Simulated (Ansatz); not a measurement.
## TiO2 (Anatase): given cell or relaxed cell?

Aim: gaps of TiO2 (Anatase) at the database cell and after a full relaxation.

Program: Ansatz 0.2.0. Level of theory: PBE, HSE06 and G0W0, plane waves, PAW. Values are calculated unless marked as measured.

**What was measured.**

- Gap 3.28 eV: optical band gap from diffuse reflectance, bare TiO2; UV-Vis diffuse reflectance spectroscopy; powder (undecorated commercial pigmentary anatase powder (Kronos 1077), primary particles about 130 nm) (“Nano-MnO2 Decoration of TiO2 Microparticles to Promote Gaseous Ethanol Visible Photoremoval”, 2018, pmc:6164255).

- Gap 3.28 ± 0.13 eV: indirect allowed optical gap from Tauc plot; UV/vis diffuse reflectance, Kubelka-Munk and Tauc analysis; film (30 nm ALD shell on quartz particles, grown at 100 C, annealed in air at 500 C) on SiO2 (quartz particles) (“Defect-Mediated Crystallization of the Particulate TiO2 Photocatalyst Grown by Atomic Layer Deposition”, 2024, pmc:11726664).

- Gap 3.98 eV: direct quasiparticle gap around Gamma; experiment quoted from earlier work; bulk crystal (anatase, value from earlier experiment) (quoted in “Giant exciton Mott density in anatase TiO2”, 2020, arxiv:2007.10051).

- Gap 3.18 ± 0.03 eV: direct optical gap from Kubelka-Munk plot; UV-Vis diffuse reflectance; 300 K; powder (“Effect of Ethylene Glycol: Citric Acid Molar Ratio and pH on the Morphology, Vibrational, Optical and Electronic Properties of TiO2 and CuO Powders Synthesized by Pechini Method”, 2022, pmc:9369947).

- Gap 3.17 eV: gap from valence band edge and flat band potential; valence-band XPS and Mott-Schottky plots; film (“Enhancement of Titania Photoanode Performance by Sandwiching Copper between Two Titania Layers”, 2020, pmc:7579609).

## Step 1: Starting point

The structure is tetragonal, space group I4_1/amd (No. 141). The conventional cell has a = 3.784 Å, b = 3.784 Å, c = 9.515 Å, α = 90.00°, β = 90.00°, γ = 90.00°. Ti has 6 O at 1.93 to 1.98 Å nearest. Nearest to O lie 3 Ti at 1.93 to 1.98 Å. Farther neighbours, and contacts between anions beyond the nearest, are not listed.

The cell and positions come from the Crystallography Open Database and are kept as given unless a step says otherwise. The default PAW set here is soft_2. Its files were made with PBE.

## Step 2: PBE bands at the given cell

The cheap functional maps the bands first; the places of the edges decide which points the dearer methods must see.

This step: DFT, PBE, plane waves, PAW.

Input file input.yaml:

```yaml
crystal:
  lattice:
    - [-1.8921, 1.8921, 4.7573]
    - [1.8921, -1.8921, 4.7573]
    - [1.8921, 1.8921, -4.7573]
  atoms:
    - { symbol: Ti, position: [0.0, 0.0, 0.0] }
    - { symbol: Ti, position: [0.75, 0.25, 0.5] }
    - { symbol: O, position: [0.2081, 0.2081, 0.0] }
    - { symbol: O, position: [0.9581, 0.4581, 0.5] }
    - { symbol: O, position: [0.5419, 0.0419, 0.5] }
    - { symbol: O, position: [0.7919, 0.7919, 0.0] }
kpoints:
  mp_grid: { grid: [8, 8, 8] }
  band_path:
    path:
      - [[0.0, 0.0, 0.0], [0.0, 0.0, 0.5], [0.25, 0.25, 0.25], [0.0, 0.5, 0.0], [0.0, 0.0, 0.0], [0.5, 0.5, -0.5], [0.28954641, 0.71045359, -0.28954641]]
      - [[-0.28954641, 0.28954641, 0.28954641], [0.0, 0.0, 0.0]]
      - [[0.0, 0.0, 0.5], [-0.07909283, 0.07909283, 0.5]]
      - [[0.5, 0.5, -0.07909283], [0.5, 0.5, -0.5]]
    npoints: 10
hamiltonian:
  xc: pbe
scf:
  occupations: { method: fermi_dirac, width: 0.02 }
  n_extra_bands: 6
output:
  eigenvalues: true
  forces: true
  stress: true
  write_density: true
  write_potential: true
  elf: true
  volumetric_format: npy
```

The run is started by

```sh
$ ansatz run input.yaml --threads 3 --pin off --max-ram 64512MiB --backend cuda --events-out ev --progress --plain --runs-dir out --devices 1 --max-vram 24GiB
```

The log of the run:

```text
scf.n_extra_bands = 6 over 24 filled bands (N_el = 48.0): the run solves 30 bands
GPUs: using 1 of 1 available (devices: 1).
Engine: ansatz 0.2.0, x86_64-unknown-linux-gnu
Pseudopotentials: kind: paw
Pseudopotential: Ti, paw, valence charge 12, recommended cutoff 420 eV (normal), Ti.paw.azcp
Pseudopotential: O, paw, valence charge 6, recommended cutoff 420 eV (normal), O.paw.azcp
Functional definition: PBE
  parameter kappa = 0.804
  parameter beta = 0.066725
  exchange = pbe_x(kappa = kappa, mu = beta*pi^2/3)
  correlation = pbe_c(beta = beta)
device memory: the entry about to start is reckoned to put 2.8 GiB on a device that reports 66.8 GiB free (of which the cap on the GPU budget leaves the run 24.0 GiB)
GPU FFT provider: cuFFT
GPU libraries: cuBLAS 13.8.2, cuFFT 12.4.0, cuSOLVER 12.3.4
Crystal: 6 atoms, lattice volume = 68.125 Å³
Basis set: ecut = 420 eV, 1315 PW (Γ), exchange–correlation on 80×80×80 points (8 copies of the dense FFT grid, shifted against one another)
Bands: 30, of which v1, the nominal top of the filled ones, is band 24 counted from 1 (23 counted from 0)
Symmetry: 16 space group operations
Space group: I41/amd (ITA 141), of the structure as read, at distance tolerance 4.1e-5 Å
k-points: 59 of 512
Non-local potential: Ti, projectors of the file, l = 0: 3, l = 1: 2, l = 2: 3, l = 3: 1
Non-local potential: O, projectors of the file, l = 0: 2, l = 1: 2, l = 2: 1
PAW form: soft (Blöchl's): semilocal exchange-correlation on the pseudo side does not see the compensation charge
PAW one-centre angular grid: Ti, 590 points (default); XC on 64 Gauss nodes
PAW one-centre angular grid: O, 110 points (default); XC on 64 Gauss nodes
Initial density: superposition of atomic densities (neutral atoms: chi_scale 0, normalization atom), corrected by the library's trained network
Initial wavefunctions: pseudopotential atomic-orbital guess
GPU buffer pool allocated for 64000 grid points (all kernels)
GPU transforms: local potential and band sums: pruned to the plane-wave sphere, on 40×40×40
Functional: x = pbe(κ = 0.804, μ = 0.219515), c = pbe(β = 0.066725)
SCF iter   1: F=—  HF=-7277.469084 eV  |F-HF|=—  |Δ(HF+E_count)|=         —  Δρ=3.44e-3  dr2=3.14e-3  ethr=1.77e-3  ⟨swp⟩=6.0  Hψ=7380  notcnv=0
preconditioner: auto → none  [insulator: Δε(μ)=2.180 eV  Ē_g=9.666 eV  σ=0.020 eV  W_gap=1.00  n_scr=14 (ndim 8)  ℏωp=25.4 eV  f_vac=0.102  D(μ)=0.00/eV (n_scr^D=0)  ε∞_Penn≈7.9]
SCF iter   2: F=—  HF=-7277.470748 eV  |F-HF|=—  |Δ(HF+E_count)|=   1.66e-3  Δρ=2.63e-3  dr2=3.50e-3  ethr=6.54e-6  ⟨swp⟩=2.9  Hψ=3835  notcnv=0  defer=118
SCF iter   3: F=—  HF=-7277.470727 eV  |F-HF|=—  |Δ(HF+E_count)|=   2.15e-5  Δρ=1.47e-3  dr2=1.02e-3  ethr=6.54e-6  ⟨swp⟩=2.0  Hψ=2819  notcnv=0  defer=118
SCF iter   4: F=—  HF=-7277.470922 eV  |F-HF|=—  |Δ(HF+E_count)|=   1.95e-4  Δρ=6.34e-4  dr2=1.78e-4  ethr=2.11e-6  ⟨swp⟩=2.3  Hψ=2050  notcnv=0  defer=118
SCF iter   5: F=—  HF=-7277.470918 eV  |F-HF|=—  |Δ(HF+E_count)|=   4.10e-6  Δρ=1.30e-4  dr2=6.88e-6  ethr=3.70e-7  ⟨swp⟩=2.0  Hψ=2196  notcnv=0  defer=118
SCF iter   6: F=—  HF=-7277.470787 eV  |F-HF|=—  |Δ(HF+E_count)|=   1.31e-4  Δρ=1.32e-5  dr2=5.20e-8  ethr=2.08e-10  ⟨swp⟩=12.9  Hψ=17979  notcnv=0
SCF iter   7: F=-7277.470787 eV  HF=-7277.470787 eV  |F-HF|=2.18e-11  |Δ(HF+E_count)|=   5.02e-8  Δρ=1.38e-6  dr2=6.33e-10  ethr=1.08e-10  ⟨swp⟩=5.7  Hψ=10407  notcnv=0
SCF 1 converged in 7 iterations: F = -7277.470787 eV  dr2 = 6.33e-10
[...]
device memory: the entry about to start is reckoned to put 3.3 GiB on a device that reports 65.2 GiB free (of which the cap on the GPU budget leaves the run 24.0 GiB)
NSCF: frozen V_eff on 94 k-points, pencils in batches of 32, up to order 132
SCF converged after 7 iterations
Free energy (F): -7277.470787 eV
Harris-Foulkes:  -7277.470787 eV  (|F-HF|=2.18e-11)
Internal energy: -7277.470787 eV  (E = F + TS)
E sigma→0 (E₀):  -7277.470787 eV
Fermi energy:    8.398127 eV
--- Per-component energies (eV) ---
  E_band       = -455.209202
  E_kinetic    = 1248.479988
  E_local      = -3570.337232  (includes V_loc(G=0)·N_el)
  E_nonlocal   = 196.560395
  E_hartree    = 1385.286831
  E_xc         = -492.965163
  E_vxc        = -624.309414  (∫ρ·V_xc dr)
  E_paw        = -2722.310112  (= ΣΔE_a)
  E_vpaw       = -476.186265  (= ΣTr[D̂ρ^β])
  E_aug_tail   = 0.010058  (compensation charges beyond the density's cutoff)
  E_ewald      = -3322.195552
  E_smearing   = -0.000000  (= −TS)
  E_closure    = 0.000000  (closes the sum)
  Σ components = -7277.470787   (vs F -7277.470787, Δ=0.00e0)
--- Forces (eV/Å), atoms counted from 1 ---
  atom   1  Ti    -0.00000000     0.00000000    -0.00000000
  atom   2  Ti     0.00000000     0.00000000     0.00000000
  atom   3  O      0.00000000    -0.00000000     0.10209762
  atom   4  O     -0.00000000     0.00000000     0.10209762
  atom   5  O     -0.00000000    -0.00000000    -0.10209762
  atom   6  O      0.00000000    -0.00000000    -0.10209762
  max |Σ_I F_I| component: 4.16e-17 eV/Å
--- Stress (GPa, compression-positive) ---
        4.738741      -0.000000       0.000000
       -0.000000       4.738741      -0.000000
        0.000000      -0.000000       6.028904
  P = ⅓ Tr σ = 5.1688 GPa (51.688 kbar)
--- Band table (eV; the first three rows and the last of 59) ---
  k-point 0: bands = [... 20 lower, 6.5768, 6.5768, 6.8602, 6.8602, 9.4571, 10.1978, 11.3380, 11.3380, ... 2 higher]
  k-point 1: bands = [... 20 lower, 6.2459, 6.2518, 6.6209, 7.0270, 10.0698, 10.2790, 10.7822, 11.1137, ... 2 higher]
  k-point 2: bands = [... 20 lower, 5.4957, 6.3712, 6.7340, 7.0822, 10.3252, 10.4758, 10.8549, 11.0811, ... 2 higher]
  k-point 58: bands = [... 20 lower, 6.0736, 6.0736, 7.2096, 7.2096, 9.8145, 9.8145, 11.1182, 11.1182, ... 2 higher]
```

Elapsed: 4.9 s, on 1 × NVIDIA H100 80GB HBM3 (shared by 3 runs) with 3 threads of AMD EPYC 7R13 (Zen 3), shared host; peak memory 1 GiB; 4.4 s of CPU time.

The column dr2 measures how far the density is from self-consistency, as an energy; F and HF (Harris–Foulkes) agree once it is small.

This step gave:

| Quantity | Value |
| --- | --- |
| pressure | 5.169 GPa |
| filled bands | 24 |
| gap | 2.121 eV |
| valence top at | k = (0.000, 0.000, 0.450) |
| conduction bottom at | Γ |
| least direct gap | 2.463 eV |

The gap is indirect, with the least direct gap 0.34 eV higher. The pressure of 5 GPa says that this functional would expand the cell; it is kept.

## Step 3: Relaxing cell and ions

A relaxation comes first: leftover forces or stress would pass straight into the levels.

input.yaml, the sections that differ from step 2:

```yaml
kpoints:
  mp_grid: { grid: [8, 8, 8] }
scf:
  occupations: { method: fermi_dirac, width: 0.02 }
relax:
  f_tol: 0.01
  max_steps: 60
  cell: {}
# crystal, hamiltonian: as in step 2
# output: removed
```

The log of the run:

```text
basis.fft_grid_basis auto: the FFT boxes are laid along the combinations [[1, 0, 1], [0, 1, 1], [0, 0, 1]] of the cell's own vectors, 3.784, 3.784 and 5.458 Å long. The dense box has 27×27×40 points. Along the cell's own vectors, as sized, it would have 40×40×40, 2.19 times as many. Of the 16 symmetry operations that the crystal satisfies within crystal.symmetry.tolerance (time reversal apart; of a slab, those that k [...]
GPUs: using 1 of 1 available (devices: 1).
[...]
GPU FFT provider: cuFFT
GPU libraries: cuBLAS 13.8.2, cuFFT 12.4.0, cuSOLVER 12.3.4
Crystal: 6 atoms, lattice volume = 68.125 Å³
Basis set: ecut = 420 eV, 1315 PW (Γ), FFT grids on a1+a3, a2+a3, a3, exchange–correlation on 54×54×80 points (8 copies of the dense FFT grid, shifted against one another)
Bands: 30, of which v1, the nominal top of the filled ones, is band 24 counted from 1 (23 counted from 0)
Symmetry: 16 space group operations
[...]
k-points: 59 of 512
[...]
GPU buffer pool allocated for 29160 grid points (all kernels)
[...]
SCF iter   1: F=—  HF=-7277.469182 eV  |F-HF|=—  |Δ(HF+E_count)|=         —  Δρ=3.44e-3  dr2=3.14e-3  ethr=1.77e-3  ⟨swp⟩=6.0  Hψ=7407  notcnv=0
[...]
SCF iter   7: F=-7277.470787 eV  HF=-7277.470787 eV  |F-HF|=1.54e-10  |Δ(HF+E_count)|=   5.46e-8  Δρ=1.40e-6  dr2=7.37e-10  ethr=8.93e-11  ⟨swp⟩=1.6  Hψ=5713  notcnv=0
SCF 1 converged in 7 iterations: F = -7277.470787 eV  dr2 = 7.37e-10
[...]
relax step   1: F+E_penalty+E_count = -7277.47078656 eV  Δ(F+E_penalty+E_count) = +0.000e0 eV  max|allowed force component| = 1.021e-1 eV/Å  Δτ_max = 0.0000 Å  P = +5.169 GPa  Ω = 68.125 Å³  (7 SCF iters, dr2 threshold 1.00e-7 eV, accepted)
[...]
relax step   2: F+E_penalty+E_count = -7277.49010744 eV  Δ(F+E_penalty+E_count) = -1.932e-2 eV  max|allowed force component| = 3.254e-2 eV/Å  Δτ_max = 0.0058 Å  P = +1.471 GPa  Ω = 69.315 Å³  energy of the carried Pulay correction = -5.028e-3 eV  (5 SCF iters, dr2 threshold 6.00e-7 eV, accepted)
[...]
relax step   4: F+E_penalty+E_count = -7277.49093203 eV  Δ(F+E_penalty+E_count) = -1.478e-4 eV  max|allowed force component| = 2.224e-3 eV/Å  Δτ_max = 0.0026 Å  P = -0.008 GPa  Ω = 69.877 Å³  energy of the carried Pulay correction = -7.371e-3 eV  (5 SCF iters, dr2 threshold 2.44e-7 eV, accepted)
[...]
relax step   6: F+E_penalty+E_count = -7277.49942753 eV  Δ(F+E_penalty+E_count) = +3.031e-4 eV  max|allowed force component| = 7.281e-4 eV/Å  Δτ_max = 0.0025 Å  P = +0.013 GPa  Ω = 69.983 Å³  energy of the carried Pulay correction = -4.571e-4 eV  (4 SCF iters, dr2 threshold 2.87e-7 eV, accepted)
[...]
relax step   8: F+E_penalty+E_count = -7277.49998867 eV  Δ(F+E_penalty+E_count) = +4.398e-5 eV  max|allowed force component| = 5.614e-5 eV/Å  Δτ_max = 0.0004 Å  P = +0.001 GPa  Ω = 69.994 Å³  energy of the carried Pulay correction = -4.768e-5 eV  (5 SCF iters, dr2 threshold 6.98e-9 eV, accepted)
[...]
relax step   9: F+E_penalty+E_count = -7277.50002839 eV  Δ(F+E_penalty+E_count) = -3.971e-5 eV  max|allowed force component| = 4.630e-5 eV/Å  Δτ_max = 0.0000 Å  P = +0.001 GPa  Ω = 69.994 Å³  stress off target by 6.02e-3 GPa  SCF on the basis re-selected at this cell (its energy is not comparable with the rows above)  (5 SCF iters)
[...]
SCF converged after 5 iterations
Free energy (F): -7277.500028 eV
[...]
Internal energy: -7277.500028 eV  (E = F + TS)
E sigma→0 (E₀):  -7277.500028 eV
Fermi energy:    8.039105 eV
[...]
--- Forces (eV/Å), atoms counted from 1 ---
  atom   1  Ti     0.00000000     0.00000000     0.00000000
  atom   2  Ti    -0.00000000     0.00000000     0.00000000
  atom   3  O      0.00000000    -0.00000000     0.00004630
  atom   4  O     -0.00000000    -0.00000000     0.00004630
  atom   5  O      0.00000000    -0.00000000    -0.00004630
  atom   6  O      0.00000000     0.00000000    -0.00004630
  max |Σ_I F_I| component: 2.93e-18 eV/Å
--- Stress (GPa, compression-positive) ---
       -0.001610      -0.000000       0.000000
       -0.000000      -0.001610       0.000000
       -0.000000      -0.000000       0.006015
  P = ⅓ Tr σ = 0.0009 GPa (0.009 kbar)
--- Band table (eV; the first three rows and the last of 59) ---
  k-point 0: bands = [... 20 lower, 6.1801, 6.1890, 6.5535, 6.5535, 9.0990, 9.7663, 10.9563, 10.9563, ... 2 higher]
  k-point 1: bands = [... 20 lower, 5.8760, 5.8913, 6.2660, 6.7103, 9.6873, 9.8470, 10.3902, 10.6807, ... 2 higher]
  k-point 2: bands = [... 20 lower, 5.2344, 6.0175, 6.3994, 6.7748, 9.8698, 10.0427, 10.4347, 10.6082, ... 2 higher]
  k-point 58: bands = [... 20 lower, 5.7397, 5.7397, 6.8720, 6.8720, 9.4219, 9.4219, 10.6834, 10.6834, ... 2 higher]
--- Relaxed structure (6 steps of the walk, 6 accepted, 3 SCFs on fresh bases) ---
  F+E_penalty+E_count = -7277.50002839 eV   max|allowed force component| = 4.630e-5 eV/Å   (the final SCF, on the basis selected at the relaxed cell)
  cell:  # Å, volume = 69.9943 Å³
    - [-1.899443, 1.899443, 4.850095]
    - [1.899443, -1.899443, 4.850095]
    - [1.899443, 1.899443, -4.850095]
  atoms:
    - { symbol: Ti, position: [0, 0, 0] }
    - { symbol: Ti, position: [0.75, 0.250000, 0.5] }
    - { symbol: O, position: [0.206460, 0.206460, 0] }
    - { symbol: O, position: [0.956460, 0.456460, 0.5] }
    - { symbol: O, position: [0.543540, 0.043540, 0.500000] }
    - { symbol: O, position: [0.793540, 0.793540, 0] }
```

Run time: 10 s. Hardware: 1 × NVIDIA H100 80GB HBM3 (shared by 3 runs) with 3 threads; peak memory 1 GiB; 12 s of CPU time.

Step by step:

```
step  energy less that of the first step (eV)  largest force component (eV/Å)  pressure (GPa)  volume (Å³)
   1                                   0.0000                          0.1021            5.17        68.13
   2                                  -0.0193                          0.0325            1.47        69.32
   3                                  -0.0200                          0.0058           -0.02        69.85
   4                                  -0.0201                          0.0022           -0.01        69.88
  5*                                  -0.0289                          0.0020            0.22        69.88
   6                                  -0.0286                          0.0007            0.01        69.98
  7*                                  -0.0292                          0.0007            0.02        69.98
   8                                  -0.0292                          0.0001            0.00        69.99
  9*                                  -0.0292                          0.0000            0.00        69.99
```

Relaxation steps marked * repeat the geometry before them on a plane-wave basis chosen anew for their cell, so energy and pressure can jump there.

The run keeps the 16 symmetry operations that the program found, so distortions that break them were not tested.

```
conventional cell, symmetrised  before  after  change
                         a (Å)   3.784  3.799  +0.4 %
                         b (Å)   3.784  3.799  +0.4 %
                         c (Å)   9.515  9.700  +2.0 %
              volume (Å³/atom)   11.35  11.67  +2.7 %
```

The atoms that moved most (Å, as changes of fractional coordinates times the final cell):

```
atom     dx     dy      dz  length
  O4  0.000  0.000  -0.016   0.016
  O3  0.000  0.000  -0.016   0.016
  O5  0.000  0.000   0.016   0.016
  O6  0.000  0.000   0.016   0.016
```

The relaxed structure:

```cif
data_structure
_symmetry_space_group_name_H-M 'P 1'
_symmetry_Int_Tables_number 1
_cell_length_a 5.5443
_cell_length_b 5.5443
_cell_length_c 5.5443
_cell_angle_alpha 139.930
_cell_angle_beta 139.930
_cell_angle_gamma 57.960
_cell_volume 69.99
loop_
_atom_site_label
_atom_site_type_symbol
_atom_site_fract_x
_atom_site_fract_y
_atom_site_fract_z
_atom_site_occupancy
Ti1 Ti 0.00000 0.00000 0.00000 1
Ti2 Ti 0.75000 0.25000 0.50000 1
O3 O 0.20646 0.20646 0.00000 1
O4 O 0.95646 0.45646 0.50000 1
O5 O 0.54354 0.04354 0.50000 1
O6 O 0.79354 0.79354 0.00000 1
```

## Step 4: PBE at the relaxed cell

Input file input.yaml:

```yaml
crystal:
  lattice:
    - [-1.8994427693, 1.8994427693, 4.8500949441]
    - [1.8994427693, -1.8994427693, 4.8500949441]
    - [1.8994427693, 1.8994427693, -4.8500949441]
  atoms:
    - { symbol: Ti, position: [0.0, 0.0, 0.0] }
    - { symbol: Ti, position: [0.75, 0.25, 0.5] }
    - { symbol: O, position: [0.2064600904, 0.2064600904, 0.0] }
    - { symbol: O, position: [0.9564600904, 0.4564600904, 0.5] }
    - { symbol: O, position: [0.5435399096, 0.0435399096, 0.5] }
    - { symbol: O, position: [0.7935399096, 0.7935399096, 0.0] }
kpoints:
  mp_grid: { grid: [8, 8, 8] }
  band_path:
    path:
      - [[0.0, 0.0, 0.0], [0.0, 0.0, 0.5], [0.25, 0.25, 0.25], [0.0, 0.5, 0.0], [0.0, 0.0, 0.0], [0.5, 0.5, -0.5], [0.28954641, 0.71045359, -0.28954641]]
      - [[-0.28954641, 0.28954641, 0.28954641], [0.0, 0.0, 0.0]]
      - [[0.0, 0.0, 0.5], [-0.07909283, 0.07909283, 0.5]]
      - [[0.5, 0.5, -0.07909283], [0.5, 0.5, -0.5]]
    npoints: 10
hamiltonian:
  xc: pbe
scf:
  occupations: { method: fermi_dirac, width: 0.02 }
  n_extra_bands: 6
output:
  eigenvalues: true
  forces: true
  stress: true
```

The log of the run:

```text
[...]
GPUs: using 1 of 1 available (devices: 1).
[...]
GPU FFT provider: cuFFT
GPU libraries: cuBLAS 13.8.2, cuFFT 12.4.0, cuSOLVER 12.3.4
Crystal: 6 atoms, lattice volume = 69.994 Å³
Basis set: ecut = 420 eV, 1365 PW (Γ), FFT grids on a1+a3, a2+a3, a3, exchange–correlation on 54×54×80 points (8 copies of the dense FFT grid, shifted against one another)
[...]
k-point 0: bands = [... 20 lower, 6.1802, 6.1890, 6.5536, 6.5536, 9.0991, 9.7664, 10.9563, 10.9563, ... 2 higher]
  k-point 1: bands = [... 20 lower, 5.8761, 5.8914, 6.2660, 6.7103, 9.6874, 9.8471, 10.3902, 10.6807, ... 2 higher]
  k-point 2: bands = [... 20 lower, 5.2344, 6.0175, 6.3994, 6.7748, 9.8699, 10.0428, 10.4348, 10.6082, ... 2 higher]
  k-point 58: bands = [... 20 lower, 5.7398, 5.7398, 6.8721, 6.8721, 9.4219, 9.4219, 10.6835, 10.6835, ... 2 higher]
[key lines of the parts left out:]
SCF converged after 6 iterations
Free energy (F): -7277.500028 eV
Fermi energy:    8.039167 eV
P = ⅓ Tr σ = 0.0009 GPa (0.009 kbar)
```

The job ended after 4.6 s (1 × NVIDIA H100 80GB HBM3 (shared by 3 runs) with 3 threads; peak memory 0.97 GiB; 6.2 s of CPU time).

This step gave:

```
pressure             : 9.46e-4 GPa
gap                  : 2.129 eV
valence top at       : k = (0.000, 0.000, 0.450)
conduction bottom at : Γ
least direct gap     : 2.430 eV
```

The gap is indirect, with the least direct gap 0.30 eV higher.

[end of part 1 of 2]

[Long decimals in the printed logs are rounded to 6 places.]

[Logs are printed without paths, hosts, clocks, repeated set-up lines and the standing remarks that a program may print on its own settings, such as how far it seeks lower states.]

[Paths, hosts, dates, memory and timing lines, banners, echoed tables and standing remarks are left out of the program output; an Ansatz launch command may be rebuilt from the run's recorded settings. Measured values are a selection of at most five: reports struck by readers or far from the other reports are left out. None is set beside runs whose start may be inverted or whose files or cutoffs have a known fault.]

[Runs of the session that timed out or met a known fault of the program may be left out.]

[Cells called generated may have been cut or substituted from an entry of the Crystallography Open Database or the Materials Project.]

[Hosts, paths, dates, database ids (printed as entryN), source tags and the programs' standing remarks are cut or masked in the printed files.]

[Where the starting crystal was built by hand or by swapping elements, it need not be the compound's stable phase.]
